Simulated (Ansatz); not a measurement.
# FeAs2 (Lollingite): how G0W0 depends on its starting point

Aim: G0W0 for FeAs2 (Lollingite) on several starting functionals, at one mesh, band count and screening cutoff.

Method: G0W0 on several functionals, plane waves, PAW, in Ansatz 0.2.0.

In doubt: one-shot GW on d or f shells is unsure, so the values of those runs are not to be relied on.

### Step 1. Starting point

It takes space group Pnnm (No. 58, orthorhombic). Conventional cell: a = 5.301 Å, b = 5.986 Å, c = 2.882 Å, α = 90.00°, β = 90.00°, γ = 90.00°. Nearest to Fe lie 6 As at 2.36 to 2.39 Å. As has 3 Fe at 2.36 to 2.39 Å and 1 As at 2.49 Å nearest. Farther neighbours are not listed.

The cell and positions come from the Crystallography Open Database and are kept as given unless a step says otherwise.

### Step 2. G0W0 on r2SCAN

G0W0 replaces the xc potential by the self-energy, built once from these orbitals. Only a window of levels is corrected, while the sums run over the empty bands that the input names. This step takes hard PAW files.

This step: G0W0 on r2SCAN, plane waves, PAW.

Input file input.yaml:

```yaml
crystal:
  lattice:
    - [5.3012, 0.0, 0.0]
    - [0.0, 5.9858, 0.0]
    - [0.0, 0.0, 2.8822]
  atoms:
    - { symbol: Fe, position: [0.0, 0.0, 0.0] }
    - { symbol: Fe, position: [0.5, 0.5, 0.5] }
    - { symbol: As, position: [0.1763, 0.3624, 0.0] }
    - { symbol: As, position: [0.8237, 0.6376, 0.0] }
    - { symbol: As, position: [0.6763, 0.1376, 0.5] }
    - { symbol: As, position: [0.3237, 0.8624, 0.5] }
kpoints:
  mp_grid: { grid: [4, 4, 6] }
hamiltonian:
  xc: r2scan
  pseudopotentials: { kind: paw, source: ansatz }
scf:
  occupations: { method: fixed }
gw:
  n_empty_bands: 543
  ecut_chi: 190.0
  qp_bands: [v2, c2]
  qp_kpoints: band_edges
  screening: { model: contour_deformation }
```

Launch:

```bash
> ansatz run input.yaml --threads 4 --pin off --max-ram 138240MiB --backend cuda --events-out ev --progress --plain --runs-dir out --devices 1 --max-vram 26GiB
```

Numbers of over 12 decimals in the logs are rounded to 6 here.

The log of the run:

```text
GPUs: using 1 of 1 available (devices: 1).
Engine: ansatz 0.2.0, x86_64-unknown-linux-gnu
Pseudopotentials: kind: paw
Pseudopotential: Fe, paw, valence charge 16, recommended cutoff 1060 eV (meta_gga), Fe.paw.azcp
Pseudopotential: As, paw, valence charge 15, recommended cutoff 550 eV (normal), As.paw.azcp
Functional definition: r2SCAN
  parameter k0 = 0.174
  parameter k1 = 0.065
  parameter a1 = 4.9479
  exchange = r2scan_x(k0 = k0, k1 = k1, a1 = a1)
  correlation = r2scan_c
device memory: the entry about to start is reckoned to put 4.9 GiB on a device that reports 52.4 GiB free (of which the cap on the GPU budget leaves the run 26.0 GiB)
GPU FFT provider: cuFFT
GPU libraries: cuBLAS 13.8.2, cuFFT 12.4.0, cuSOLVER 12.3.4
Crystal: 6 atoms, lattice volume = 91.458 Å³
Basis set: ecut = 1060 eV, 7157 PW (Γ), exchange–correlation on 240×256×128 points (64 copies of the dense FFT grid, shifted against one another)
Bands: 56, of which v1, the nominal top of the filled ones, is band 46 counted from 1 (45 counted from 0)
Symmetry: 8 space group operations
Space group: Pnnm (ITA 58), of the structure as read, at distance tolerance 4.5e-5 Å
k-points: 36 of 96
Non-local potential: Fe, projectors of the file, l = 0: 3, l = 1: 3, l = 2: 3, l = 3: 2
Non-local potential: As, projectors of the file, l = 0: 2, l = 1: 2, l = 2: 3, l = 3: 1
PAW form: soft (Blöchl's): semilocal exchange-correlation on the pseudo side does not see the compensation charge
PAW frozen core: Fe, regenerated for the run's functional (the file was generated under x = pbe(κ = 0.804, μ = 0.219515), c = pbe(β = 0.066725))
PAW frozen core: As, regenerated for the run's functional (the file was generated under x = pbe(κ = 0.804, μ = 0.219515), c = pbe(β = 0.066725))
PAW one-centre angular grid: Fe, 590 points (default); XC on 160 Gauss nodes
PAW one-centre angular grid: As, 590 points (default); XC on 160 Gauss nodes
Initial density: superposition of atomic densities (chi_scale 0.1, normalization cell, long waves kept (reshape's long-wave potential 0.00 eV rms))
Initial wavefunctions: pseudopotential atomic-orbital guess
GPU buffer pool allocated for 122880 grid points (all kernels)
GPU transforms: local potential and band sums: pruned to the plane-wave sphere, on 60×64×32
Functional: x = r2scan, c = r2scan; τ floored in thin density (d = 2e-4 eV/Å³)
SCF iter   1: F=—  HF=-28444.512056 eV  |F-HF|=—  |Δ(HF+E_count)|=         —  Δρ=2.56e-1  dr2=8.87e1  dr2_τ=1.11e1  ethr=3.10e-3  ⟨swp⟩=4.4  Hψ=5597  notcnv=0  defer=256
preconditioner: auto → Resta (q_TF=auto, 2.731 Å⁻¹)  ε∞=7.3  [insulator: Δε(μ)=0.017 eV  Ē_g=9.261 eV  n_scr=38 (ndim 8)  ℏωp=23.3 eV  f_vac=0.000  ε∞_Penn≈7.3]
SCF iter   2: F=—  HF=-28462.203227 eV  |F-HF|=—  |Δ(HF+E_count)|=    1.77e1  Δρ=4.58e-1  dr2=2.09e2  dr2_τ=7.22e1  ethr=3.10e-3  ⟨swp⟩=4.0  Hψ=4836  notcnv=0  defer=237  recentre
SCF iter   3: F=—  HF=-28436.134425 eV  |F-HF|=—  |Δ(HF+E_count)|=    2.61e1  Δρ=5.68e-2  dr2=2.23e0  dr2_τ=2.48e-1  ethr=3.10e-3  ⟨swp⟩=4.1  Hψ=4732  notcnv=0  defer=273
SCF iter   4: F=—  HF=-28435.827980 eV  |F-HF|=—  |Δ(HF+E_count)|=   3.06e-1  Δρ=4.79e-2  dr2=3.20e0  dr2_τ=5.13e-1  ethr=2.42e-3  ⟨swp⟩=2.8  Hψ=4111  notcnv=0  defer=257
SCF iter   5: F=—  HF=-28435.579081 eV  |F-HF|=—  |Δ(HF+E_count)|=   2.49e-1  Δρ=1.66e-2  dr2=1.52e-1  dr2_τ=5.40e-2  ethr=2.42e-3  ⟨swp⟩=2.0  Hψ=2399  notcnv=0  defer=279
SCF iter   6: F=—  HF=-28435.567320 eV  |F-HF|=—  |Δ(HF+E_count)|=   1.18e-2  Δρ=4.01e-3  dr2=7.94e-3  dr2_τ=2.25e-3  ethr=1.65e-4  ⟨swp⟩=3.0  Hψ=3718  notcnv=0  defer=288
SCF iter   7: F=—  HF=-28435.567822 eV  |F-HF|=—  |Δ(HF+E_count)|=   5.02e-4  Δρ=1.66e-3  dr2=1.19e-3  dr2_τ=3.97e-4  ethr=8.63e-6  ⟨swp⟩=2.0  Hψ=3370  notcnv=0  defer=288
SCF iter   8: F=—  HF=-28435.568191 eV  |F-HF|=—  |Δ(HF+E_count)|=   3.69e-4  Δρ=1.79e-3  dr2=1.36e-3  dr2_τ=7.32e-4  ethr=1.30e-6  ⟨swp⟩=2.0  Hψ=2525  notcnv=0  defer=288
SCF iter   9: F=—  HF=-28435.568009 eV  |F-HF|=—  |Δ(HF+E_count)|=   1.82e-4  Δρ=8.58e-4  dr2=2.93e-4  dr2_τ=1.63e-4  ethr=1.30e-6  ⟨swp⟩=2.0  Hψ=2241  notcnv=0  defer=221
SCF iter  10: F=—  HF=-28435.567971 eV  |F-HF|=—  |Δ(HF+E_count)|=   3.81e-5  Δρ=1.61e-4  dr2=1.37e-5  dr2_τ=3.78e-6  ethr=3.19e-7  ⟨swp⟩=2.0  Hψ=3585  notcnv=0  defer=89
SCF iter  11: F=—  HF=-28435.567972 eV  |F-HF|=—  |Δ(HF+E_count)|=   6.09e-7  Δρ=1.74e-5  dr2=1.50e-7  dr2_τ=6.61e-8  ethr=1.49e-8  ⟨swp⟩=2.1  Hψ=2454  notcnv=0  defer=87
SCF iter  12: F=-28435.567972 eV  HF=-28435.567972 eV  |F-HF|=6.88e-9  |Δ(HF+E_count)|=   2.32e-9  Δρ=6.70e-6  dr2=1.39e-8  dr2_τ=8.90e-9  ethr=1.09e-10  ⟨swp⟩=10.2  Hψ=7256  notcnv=0
SCF 1 converged in 12 iterations: F = -28435.567972 eV  dr2 = 1.39e-8
  greatest PAW one-centre occupation: 0.996 electrons in one spin orbital (limit 2), on the Fe atom at site 1 (counted from 0), in its partial waves of l = 0
device memory: the entry about to start is reckoned to put 5.4 GiB (of the 5.7 GiB reckoned in all, the device holds 0.3 GiB already) on a device that reports 52.2 GiB free (of which the cap on the GPU budget leaves the run 25.8 GiB)
NSCF: frozen V_eff on 36 k-points
the band table was solved once the SCF had ended and its energy, with any forces and stress, was formed, with the checks that follow a solve (7248 applications of the Hamiltonian). They found nothing against the state; the energy, forces and stress were not computed again (output.eigenvalues in the input reference)
device memory: the entry about to start is reckoned to put 8.2 GiB on a device that reports 52.5 GiB free (of which the cap on the GPU budget leaves the run 26.0 GiB)
NSCF: frozen V_eff on 36 k-points
G₀W₀ screening: q 1/36
[... further progress lines ...]
SCF converged after 12 iterations
Free energy (F): -28435.567972 eV
Harris-Foulkes:  -28435.567972 eV  (|F-HF|=6.88e-9)
Internal energy: -28435.567972 eV  (E = F + TS)
E sigma→0 (E₀):  -28435.567972 eV
Fermi energy:    14.284195 eV
--- Per-component energies (eV) ---
  E_band       = -1287.585872
  E_kinetic    = 1829.257717
  E_local      = -14503.156700  (includes V_loc(G=0)·N_el)
  E_nonlocal   = 1047.888575
  E_hartree    = 5253.743083
  E_xc         = -779.529000
  E_vxc        = -826.229332  (∫ρ·V_xc dr)
  E_paw        = -9785.494669  (= ΣΔE_a)
  E_vpaw       = 598.456813  (= ΣTr[D̂ρ^β])
  E_aug_tail   = 0.000010  (compensation charges beyond the density's cutoff)
  E_vtau       = 58.709394  (kinetic-family band-sum trace: ∫τ·v_τ [+ j·A + Jᵃ·Aᵃ] dr)
  E_ewald      = -11491.876738
  E_core_change = -6.400251  (= ΣΔE_core)
  E_smearing   = -0.000000  (= −TS)
  E_closure    = -0.000000  (closes the sum)
  Σ components = -28435.567972   (vs F -28435.567972, Δ=0.00e0)
--- Band table (eV; the first three rows and the last of 36) ---
  k-point 0: bands = [... 42 lower, 13.7463, 14.0337, 14.1137, 14.2250, 16.2676, 17.0473, 18.8809, 19.4265, ... 6 higher]
  k-point 1: bands = [... 42 lower, 13.7087, 13.7226, 13.8936, 14.1289, 15.1162, 16.3250, 16.7994, 17.9904, ... 6 higher]
  k-point 2: bands = [... 42 lower, 13.3393, 13.5065, 13.6260, 14.1209, 14.8822, 15.2409, 16.3059, 16.3339, ... 6 higher]
  k-point 35: bands = [... 42 lower, 13.4956, 13.4956, 14.2609, 14.2609, 15.2602, 15.2602, 17.1561, 17.1561, ... 6 higher]
--- G₀W₀: contour deformation, 8 samples at zero and on the imaginary axis and 1 off it, 96 q-points, 543 empty bands' worth ---
  eigenvalues of the whole cell's RPA ε∞ on this k-mesh (on a slab, of 1 + 4πα/V) = 20.2824, 20.9187, 24.0642; static W/v taken at q = 0 is 0.046651
  bands read: the sum over 589 bands ends inside a degenerate multiplet in 23 slots, whose members it reads at an even weight; the widest, k=3: bands 589 to 590 (counted from 1) at 1/2 each
  gw.qp_kpoints: band_edges: 36 of 36 stored k-points solved, in 1 pass; an edge of the gap read off the rows below is read off those points alone
    ik  band        ε_KS         Σx   Σc(E_QP)       V_xc       Z   E_QP_lin       E_QP  E_QP is
     0    45     14.1137   -36.1639     6.0202   -30.9244  0.6315    14.8759    14.8944  root
     0    46     14.2250   -32.5457     3.7274   -29.4561  0.6570    14.8542    14.8629  root
     0    47     16.2676   -25.3180    -3.6405   -29.5671  0.6747    16.8818    16.8763  root
     0    48     17.0473   -10.8598    -4.1939   -14.9883  0.7713    16.9819    16.9819  root
     1    45     13.8936   -34.7571     5.8566   -29.6357  0.6301    14.6095    14.6289  root
     1    46     14.1289   -31.4617     3.4173   -28.6366  0.6625    14.7134    14.7212  root
     1    47     15.1162   -19.3778    -3.4390   -23.1487  0.7006    15.4504    15.4482  root
     1    48     16.3250   -24.3250    -3.7152   -28.6051  0.6796    16.8966    16.8899  root
     2    45     13.6260   -33.6355     5.6034   -28.7260  0.6277    14.2995    14.3199  root
     2    46     14.1209   -31.9815     3.7538   -28.8374  0.6586    14.7222    14.7306  root
     2    47     14.8822   -24.6023    -3.9916   -29.1926  0.6517    15.4903    15.4810  root
     2    48     15.2409   -20.8978    -3.9739   -25.2915  0.6840    15.6658    15.6607  root
     3    45     13.9776   -31.6885     4.7138   -27.5600  0.6577    14.5530    14.5630  root
     3    46     13.9776   -31.6885     4.7138   -27.5600  0.6577    14.5530    14.5630  root
     3    47     15.1785   -24.3293    -4.5829   -29.5003  0.6477    15.7811    15.7666  root
     3    48     15.1785   -24.3293    -4.5829   -29.5003  0.6477    15.7811    15.7666  root
     4    45     14.0503   -35.7131     6.0535   -30.4219  0.6312    14.7940    14.8126  root
     4    46     14.1668   -31.9246     3.9114   -28.6213  0.6598    14.7662    14.7749  root
     4    47     16.4230   -23.5348    -3.9226   -27.9841  0.6845    16.9530    16.9496  root
     4    48     17.3403   -15.7621    -4.2609   -20.1754  0.7408    17.4932    17.4928  root
     5    45     13.9774   -27.6347     3.5356   -24.4775  0.6825    14.3518    14.3558  root
     5    46     14.2537   -33.0197     4.5174   -29.1497  0.6565    14.8914    14.9012  root
     5    47     15.3428   -19.5907    -3.3084   -23.2346  0.7010    15.6812    15.6784  root
     5    48     16.4505   -15.8589    -3.6932   -19.6915  0.7277    16.5899    16.5900  root
[...]
34    45     14.0321   -29.1143     4.1510   -25.4240  0.6745    14.4869    14.4927  root
    34    46     14.0321   -29.1143     4.1510   -25.4240  0.6745    14.4869    14.4927  root
    34    47     15.1692   -23.0332    -4.5201   -28.0673  0.6641    15.6912    15.6831  root
    34    48     15.1692   -23.0332    -4.5201   -28.0673  0.6641    15.6912    15.6831  root
    35    45     14.2609   -22.5895     2.3631   -20.3159  0.7297    14.3503    14.3505  root
    35    46     14.2609   -22.5895     2.3631   -20.3159  0.7297    14.3503    14.3505  root
    35    47     15.2602   -24.5935    -5.0276   -30.2134  0.6414    15.8669    15.8524  root
    35    48     15.2602   -24.5935    -5.0276   -30.2134  0.6414    15.8669    15.8524  root
```

Elapsed: 4.1 min, on 1 × NVIDIA H100 80GB HBM3 (shared by 3 runs) with 4 threads of AMD EPYC 7R13 (Zen 3), shared host; peak memory 5.9 GiB; 8 min of CPU time.

The column dr2 measures how far the density is from self-consistency, as an energy; F and HF (Harris–Foulkes) agree once it is small.

Numbers from this step:

```
bands summed                                 : 589
RPA ε∞ on this mesh (eigenvalues)            : 20.28, 20.92, 24.06
plane waves in the screening matrix          : 549
q-points in the mesh                         : 96
G0W0 gap on the mesh                         : 0.5470 eV
k of the valence top                         : 0, 0.25, 0.1667
k of the conduction bottom                   : 0, 0, 0.1667
starting gap on the mesh                     : 0.5980 eV
Z at the valence top                         : 0.6565
Z at the conduction bottom                   : 0.7006
least direct G0W0 gap on the computed points : 0.7270 eV
```

The gap on the mesh goes from 0.60 eV to 0.55 eV, a correction of −0.05 eV, though a band edge has moved to another state.

(Part 1 of 2 ends here.)

[Paths, hosts, dates, memory and timing lines, banners, echoed tables and standing remarks are left out of the program output.]

[Logs are printed without paths, hosts, clocks, repeated set-up lines and the standing remarks that a program may print on its own settings, such as how far it seeks lower states.]

[Runs of the session that timed out or met a known fault of the program may be left out.]

[Cells called generated may have been cut or substituted from an entry of the Crystallography Open Database or the Materials Project.]

[Hosts, paths, dates, database ids (printed as entryN), source tags and the programs' standing remarks are cut or masked in the printed files.]
